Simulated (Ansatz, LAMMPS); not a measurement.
# A frame of liquid acetonitrile from 293 K (108 atoms): geometry optimisation

How does a frame of liquid acetonitrile from 293 K (108 atoms) relax, and what do bonds, charges and levels look like afterwards?

Calculated with Ansatz 0.2.0; Kohn-Sham DFT, PBE+D4, PAW (set soft_2), plane waves.

Most raw output is cut from this account.

### Step 1. Set-up

The cell holds 108 atoms: 36 C, 18 N and 54 H. Cell: a = 11.601 Å, b = 11.601 Å, c = 11.601 Å, α = 90.0°, β = 90.0°, γ = 90.0°. 18 acetonitrile placed at random, at 0.786 g/cm³; overlaps pushed apart, then 10 ps at 393 K with MMFF94 bonds, angles, torsions, charges and radii (Halgren, J. Comput. Chem. 17, 490 (1996)) in harmonic and 12-6 forms. Snapshot after 20 ps at 293 K and fixed volume. The density is a measured one.

Limits known from the start: The network of contacts between molecules at the start is that of the classical potential that made the cell. Only the Γ point is sampled, in a cell whose shortest periodic width is 12 Å.

### Step 2. How the cell was made

A classical potential supplies the starting structure, since it reaches far longer times than DFT.

This step: classical MD, MMFF94 bonds, angles, torsions, charges and radii (Halgren, J. Comput. Chem. 17, 490 (1996)) in harmonic and 12-6 forms (LAMMPS 22 Jul 2025 - Update 4).

Input file in.lmp:

```
# liquid acetonitrile
units real
atom_style full
boundary p p p
bond_style harmonic
angle_style harmonic
dihedral_style opls
improper_style harmonic
special_bonds lj 0 0 0.5 coul 0 0 0.75
read_data data.lmp
neigh_modify delay 0 every 1 check yes one 4000
comm_modify cutoff 12.0
timestep 0.5
thermo_style custom step time temp pe press density
thermo_modify norm yes
# push overlapping molecules apart
pair_style soft 2.6
pair_coeff * * 0.0
variable a equal ramp(1,60)
fix ad all adapt 1 pair soft a * * v_a
velocity all create 393 165416 mom yes dist gaussian
fix lim all nve/limit 0.03
fix lan all langevin 393 393 50 165417 zero yes
thermo 1000
run 3000 post no
unfix ad
pair_style lj/cut/coul/long 9.0
pair_modify mix arithmetic tail yes
pair_coeff 1 1 0.0678 3.3680   # C
pair_coeff 2 2 0.0678 3.5530   # C
pair_coeff 3 3 0.0721 3.3270   # N
pair_coeff 4 4 0.0216 2.5400   # H
kspace_style pppm 1.0e-4
thermo 100
# [... 16 lines left out ...]
compute msd all msd com yes
thermo 5000
fix md all nvt temp 293 293 100
run 20000 post no
print "== T293: mean square displacement over the hold $(c_msd[4]:%.2f) A^2"
unfix md
uncompute msd
write_dump all custom T293.dump id type xs ys zs modify sort id
```

On the command line:

```console
$ lmp -in in.lmp -log none -nocite
```

Elapsed: 74 s, on 1 thread of Intel Xeon at 2.80GHz (Skylake/Cascade Lake), shared host; peak memory 0.61 GiB.

The input also reads data.lmp (atoms, bonds and types; not printed here).

### Step 3. Single point at the start

A single point comes first, to see the forces before anything moves.

Input file input.yaml:

```yaml
crystal:
  lattice:
    - [11.60062, 0.0, 0.0]
    - [0.0, 11.60062, 0.0]
    - [0.0, 0.0, 11.60062]
  atoms:
    - { symbol: C, position: [0.82924, 0.29466, 0.93836] }
    - { symbol: C, position: [0.70357, 0.32441, 0.94866] }
    - { symbol: "N", position: [0.60658, 0.33376, 0.97125] }
    - { symbol: H, position: [0.86429, 0.27521, 0.02112] }
    - { symbol: H, position: [0.83865, 0.21391, 0.89205] }
    - { symbol: H, position: [0.87698, 0.36271, 0.90005] }
    - { symbol: C, position: [0.47102, 0.09534, 0.09035] }
    - { symbol: C, position: [0.57516, 0.02636, 0.11313] }
    - { symbol: "N", position: [0.66764, 0.99592, 0.13664] }
    - { symbol: H, position: [0.48199, 0.17128, 0.03632] }
    - { symbol: H, position: [0.4066, 0.04596, 0.03999] }
    - { symbol: H, position: [0.43733, 0.1276, 0.17292] }
    - { symbol: C, position: [0.6473, 0.31353, 0.29966] }
    - { symbol: C, position: [0.53044, 0.36918, 0.30039] }
    - { symbol: "N", position: [0.44008, 0.41289, 0.29909] }
    - { symbol: H, position: [0.70876, 0.37265, 0.34494] }
    - { symbol: H, position: [0.64948, 0.22827, 0.33764] }
    - { symbol: H, position: [0.67417, 0.30654, 0.20872] }
    - { symbol: C, position: [0.82735, 0.28435, 0.58736] }
    - { symbol: C, position: [0.94415, 0.26405, 0.55039] }
    - { symbol: "N", position: [0.04209, 0.25545, 0.52523] }
    - { symbol: H, position: [0.79211, 0.37184, 0.58629] }
    - { symbol: H, position: [0.76898, 0.23232, 0.54331] }
    - { symbol: H, position: [0.82931, 0.2512, 0.67277] }
    - { symbol: C, position: [0.1269, 0.95932, 0.50566] }
    - { symbol: C, position: [0.01132, 0.91887, 0.48833] }
    - { symbol: "N", position: [0.91944, 0.88176, 0.4722] }
    - { symbol: H, position: [0.19244, 0.90487, 0.46606] }
    - { symbol: H, position: [0.13943, 0.05008, 0.47642] }
    - { symbol: H, position: [0.14955, 0.9585, 0.59997] }
    - { symbol: C, position: [0.66996, 0.98101, 0.40668] }
    - { symbol: C, position: [0.55351, 0.01313, 0.43144] }
    - { symbol: "N", position: [0.45514, 0.03353, 0.44082] }
    - { symbol: H, position: [0.71736, 0.05066, 0.36414] }
    - { symbol: H, position: [0.71942, 0.96048, 0.48564] }
    - { symbol: H, position: [0.66914, 0.91162, 0.34582] }
    - { symbol: C, position: [0.96303, 0.01321, 0.14653] }
    - { symbol: C, position: [0.08084, 0.01859, 0.17733] }
    - { symbol: "N", position: [0.17891, 0.01699, 0.1926] }
    - { symbol: H, position: [0.92989, 0.10065, 0.13728] }
    - { symbol: H, position: [0.95895, 0.96286, 0.06872] }
    - { symbol: H, position: [0.91639, 0.96078, 0.21413] }
    - { symbol: C, position: [0.65888, 0.67616, 0.07429] }
    - { symbol: C, position: [0.56266, 0.70834, 0.0011] }
    - { symbol: "N", position: [0.48566, 0.74669, 0.9482] }
    - { symbol: H, position: [0.68933, 0.74831, 0.12629] }
    - { symbol: H, position: [0.63198, 0.61042, 0.14081] }
    - { symbol: H, position: [0.73661, 0.64517, 0.03651] }
    - { symbol: C, position: [0.84369, 0.62366, 0.37452] }
    - { symbol: C, position: [0.96341, 0.64992, 0.35038] }
    - { symbol: "N", position: [0.06188, 0.66503, 0.33802] }
    - { symbol: H, position: [0.82434, 0.6329, 0.46672] }
    - { symbol: H, position: [0.78214, 0.68518, 0.33414] }
    - { symbol: H, position: [0.81092, 0.53863, 0.35011] }
    - { symbol: C, position: [0.1129, 0.5681, 0.65015] }
    - { symbol: C, position: [0.99963, 0.54055, 0.68603] }
    - { symbol: "N", position: [0.9054, 0.5193, 0.7099] }
    - { symbol: H, position: [0.12488, 0.66457, 0.64888] }
    - { symbol: H, position: [0.17631, 0.53647, 0.70871] }
    - { symbol: H, position: [0.13144, 0.53359, 0.56882] }
    - { symbol: C, position: [0.21295, 0.69131, 0.03612] }
    - { symbol: C, position: [0.13137, 0.73553, 0.94412] }
    - { symbol: "N", position: [0.06983, 0.77462, 0.87928] }
    - { symbol: H, position: [0.16849, 0.63741, 0.10292] }
    - { symbol: H, position: [0.28654, 0.6426, 0.99904] }
    - { symbol: H, position: [0.24899, 0.77063, 0.07678] }
    - { symbol: C, position: [0.16612, 0.17126, 0.90794] }
    - { symbol: C, position: [0.15666, 0.28845, 0.95125] }
    - { symbol: "N", position: [0.12525, 0.37317, 0.98847] }
    - { symbol: H, position: [0.16712, 0.17166, 0.81138] }
    - { symbol: H, position: [0.24932, 0.13939, 0.93267] }
    - { symbol: H, position: [0.10177, 0.11218, 0.94231] }
    - { symbol: C, position: [0.62396, 0.55068, 0.6575] }
    - { symbol: C, position: [0.50357, 0.57832, 0.66412] }
    - { symbol: "N", position: [0.40677, 0.60144, 0.65827] }
    - { symbol: H, position: [0.63582, 0.5026, 0.57346] }
    - { symbol: H, position: [0.67485, 0.63201, 0.65451] }
    - { symbol: H, position: [0.65732, 0.50782, 0.73297] }
    [... 24 atom lines left out ...]
    - { symbol: C, position: [0.81966, 0.88405, 0.77142] }
    - { symbol: C, position: [0.90141, 0.97629, 0.76661] }
    - { symbol: "N", position: [0.96283, 0.05288, 0.7505] }
    - { symbol: H, position: [0.86178, 0.80116, 0.77752] }
    - { symbol: H, position: [0.76565, 0.90225, 0.85369] }
    - { symbol: H, position: [0.75823, 0.88382, 0.69761] }
kpoints:
  mp_grid: { grid: [1, 1, 1] }
hamiltonian:
  xc: pbe
  dispersion: d4
scf:
  occupations: { method: fermi_dirac, width: 0.05 }
output:
  forces: true
  stress: true
  populations: true
  dos:
    method: { smearing: { sigma: 0.15 } }
    de: 0.1
    projected: { site_lists: { C: [C], H: [H], "N": ["N"] } }
  eigenvalues: true
```

On the command line:

```console
$ ansatz run input.yaml --threads 4 --pin off --max-ram 8192MiB --backend cpu --events-out ev --progress --plain --runs-dir out
```

Wall time 17 s (4 threads of Arm Neoverse V1, shared host); peak memory 1.5 GiB; 63 s of CPU time.

Read from the output:

- free energy: -16803.8944 eV
- free energy per atom: -155.5916 eV/atom
- SCF cycles: 10
- pressure: 0.1678 GPa
- r.m.s. force component: 0.7984 eV/Å
- longest force: 5.561 eV/Å
- Fermi energy: -0.6126 eV
- gap (highest filled to lowest empty level): 5.951 eV
- spilling of the projection: 0.01629

The r.m.s. force component of 0.80 eV/Å and the pressure of 0.17 GPa set the starting point.

Neighbours are counted within 1.34 Å (H-C), 1.85 Å (C-C), 1.62 Å (C-N).

Length of the force by element and coordination:

| element | coordination | atoms | mean length of the force (eV/Å) | spread | least | most |
| --- | --- | --- | --- | --- | --- | --- |
| C | all | 36 | 1.50 | 0.967 | 0.175 | 5.56 |
| C | 2 | 18 | 1.44 | 1.30 | 0.175 | 5.56 |
| C | 4 | 18 | 1.57 | 0.409 | 0.915 | 2.28 |
| H | all | 54 | 0.834 | 0.405 | 0.181 | 2.14 |
| N | all | 18 | 1.19 | 1.05 | 0.211 | 3.73 |

### Step 4. Relaxation

With the cell held, the atoms are moved downhill towards a nearby minimum.

input.yaml, the sections that differ from step 3:

```yaml
output:
  forces: true
relax:
  f_tol: 0.03
  max_steps: 200
# crystal, kpoints, hamiltonian, scf: as in step 3
```

Run time: 6.6 min. Hardware: 4 threads; peak memory 1.5 GiB.

Relaxation path (22 of 50):

| step | energy less that of the first step (eV) | largest force component (eV/Å) |
| --- | --- | --- |
| 1 | 0.0000 | 3.8197 |
| 3 | -2.5488 | 0.8246 |
| 6 | -3.0278 | 0.3559 |
| 8 | -3.1317 | 0.4630 |
| 10 | -3.2470 | 0.0304 |
| 13 | -3.3074 | 0.3097 |
| 15 | -3.3664 | 0.4620 |
| 17 | -3.3977 | 0.0212 |
| 20 | -3.4477 | 0.2435 |
| 22 | -3.4761 | 0.3640 |
| 24 | -3.5015 | 0.0162 |
| 27 | -3.5067 | 0.2857 |
| 29 | -3.5133 | 0.1444 |
| 31 | -3.5160 | 0.0441 |
| 34 | -3.5195 | 0.0772 |
| 36 | -3.5206 | 0.0092 |
| 38 | -3.5212 | 0.2724 |
| 41 | -3.5287 | 0.1282 |
| 43 | -3.5319 | 0.2086 |
| 45 | -3.5363 | 0.0609 |
| 48 | -3.5421 | 0.0878 |
| 50 | -3.5432 | 0.0140 |

Relaxation steps 27, 38 were tried and not accepted.

The atoms that moved most (Å):

| atom | dx | dy | dz | length |
| --- | --- | --- | --- | --- |
| H83 | 1.493 | -1.220 | 0.592 | 2.017 |
| H77 | -0.729 | -0.028 | 1.569 | 1.730 |
| H102 | -0.178 | -0.866 | 1.434 | 1.684 |
| N15 | -0.026 | 0.817 | -1.418 | 1.637 |
| H16 | -0.162 | 0.228 | -1.606 | 1.630 |
| H40 | -0.588 | -1.396 | 0.305 | 1.545 |
| H30 | -0.405 | 1.350 | -0.295 | 1.440 |
| H36 | -0.031 | -0.156 | 1.415 | 1.424 |

The relaxation changed the energy by -32.8 meV/atom, and atoms moved by 0.91 Å r.m.s., 2.0 Å at most.

### Step 5. Distances and neighbours after relaxation

Bonds before and after, by the cutoffs listed below:

| pair | bonds before | bonds after | mean before (Å) | mean after (Å) | spread before (Å) | spread after (Å) |
| --- | --- | --- | --- | --- | --- | --- |
| H-C | 54 | 54 | 1.096 | 1.098 | 0.025 | 0.001 |
| C-C | 18 | 18 | 1.452 | 1.449 | 0.029 | 0.001 |
| C-N | 18 | 18 | 1.160 | 1.163 | 0.013 | 0.001 |

Density 0.786 g/cm³, 14.46 Å³ an atom.

g(r), total and by pair (bins of 0.2 Å):

| r (Å) | total | H-H | H-C | H-N | C-C | C-N | N-N |
| --- | --- | --- | --- | --- | --- | --- | --- |
| 1.00 | 4.88 | 0.00 | 14.65 | 0.00 | 0.00 | 0.00 | 0.00 |
| 1.20 | 1.48 | 0.00 | 0.25 | 0.00 | 0.00 | 12.50 | 0.00 |
| 1.40 | 0.94 | 0.00 | 0.00 | 0.00 | 8.45 | 0.00 | 0.00 |
| 1.60 | 0.00 | 0.00 | 0.00 | 0.00 | 0.00 | 0.00 | 0.00 |
| 1.80 | 1.82 | 7.28 | 0.00 | 0.00 | 0.00 | 0.00 | 0.00 |
| 2.00 | 1.06 | 0.00 | 3.19 | 0.00 | 0.00 | 0.00 | 0.00 |
| 2.20 | 0.26 | 0.00 | 0.78 | 0.00 | 0.00 | 0.00 | 0.00 |
| 2.40 | 0.22 | 0.00 | 0.00 | 1.31 | 0.00 | 0.00 | 0.00 |
| 2.60 | 0.64 | 0.12 | 0.00 | 2.00 | 0.00 | 2.50 | 0.00 |
| 2.80 | 0.27 | 0.27 | 0.12 | 0.97 | 0.00 | 0.00 | 0.00 |
| 3.00 | 0.45 | 0.61 | 0.32 | 1.14 | 0.00 | 0.00 | 0.00 |
| 3.20 | 1.21 | 0.83 | 0.89 | 4.21 | 0.00 | 0.09 | 0.00 |
| 3.40 | 0.77 | 1.11 | 0.64 | 0.43 | 0.16 | 1.71 | 0.00 |
| 3.60 | 1.10 | 0.72 | 0.69 | 1.04 | 0.74 | 3.80 | 0.57 |
| 3.80 | 1.02 | 0.83 | 1.10 | 0.83 | 1.24 | 1.47 | 0.26 |
| 4.00 | 1.14 | 0.61 | 1.16 | 1.27 | 1.87 | 1.15 | 1.92 |
| 4.20 | 1.19 | 1.02 | 1.23 | 1.48 | 1.29 | 0.87 | 1.54 |
| 4.40 | 1.10 | 1.19 | 1.21 | 0.89 | 1.63 | 0.25 | 1.38 |
| 4.60 | 1.13 | 1.08 | 1.24 | 0.96 | 1.49 | 0.68 | 1.63 |
| 4.80 | 1.24 | 1.53 | 1.36 | 0.53 | 1.42 | 0.83 | 2.18 |
| 5.00 | 1.08 | 1.25 | 1.31 | 0.56 | 0.96 | 0.92 | 0.93 |
| 5.20 | 1.00 | 1.18 | 1.08 | 0.78 | 0.81 | 0.88 | 0.70 |
| 5.40 | 1.05 | 1.01 | 1.33 | 0.48 | 1.35 | 0.69 | 1.72 |
| 5.60 | 0.94 | 1.01 | 0.95 | 0.89 | 0.97 | 0.70 | 1.11 |

Bonds by pair of elements; cutoffs follow the first minimum of g(r), held within bounds set by covalent radii, and pairs that aren't listed don't count as bonded:

| pair A-B | cutoff (Å) | bonds | mean length (Å) | spread (Å) | shortest (Å) | B about A | A about B |
| --- | --- | --- | --- | --- | --- | --- | --- |
| H-C | 1.34 | 54 | 1.10 | 0.001 | 1.10 | 1 | 1.5 |
| C-C | 1.85 | 18 | 1.45 | 0.001 | 1.45 | 1 | 1 |
| C-N | 1.62 | 18 | 1.16 | 0.001 | 1.16 | 0.5 | 1 |

How many atoms have how many bonded neighbours:

| element | mean | 1 | 2 | 4 |
| --- | --- | --- | --- | --- |
| C | 3 | 0 | 18 | 18 |
| H | 1 | 54 | 0 | 0 |
| N | 1 | 18 | 0 | 0 |

Bond angles (no mean is given where the spread exceeds 20°):

| angle | count | mean (°) | spread (°) |
| --- | --- | --- | --- |
| H-C-H | 54 | 109 | 0.6 |
| C-C-H | 54 | 110 | 0.6 |
| C-C-N | 18 | 179 | 0.2 |

Bond length by coordination (bonds to H left out):

| element | coordination | atoms | mean bond length (Å) |
| --- | --- | --- | --- |
| C | 2 | 18 | 1.31 |
| C | 4 | 18 | 1.45 |

With the cutoffs above, 50 % of C atoms have 2 and as many 4, all H atoms have 1 and all N atoms have 1 bonded neighbour. The H-C-H angle averages 109° with a spread of 0.6°.

(Part 1 of 2 ends here.)

[Logs are printed without paths, hosts, clocks, repeated set-up lines and the standing remarks that a program may print on its own settings, such as how far it seeks lower states.]

[Hosts, paths, dates, database ids (printed as entryN), source tags and the programs' standing remarks are cut or masked in the printed files.]

[The MMFF94 radii named for the starting cell were scaled by 0.96; in molecules described by MMFF94, hydrogen bound to N, O or S took a small fixed 12-6 site in their place.]
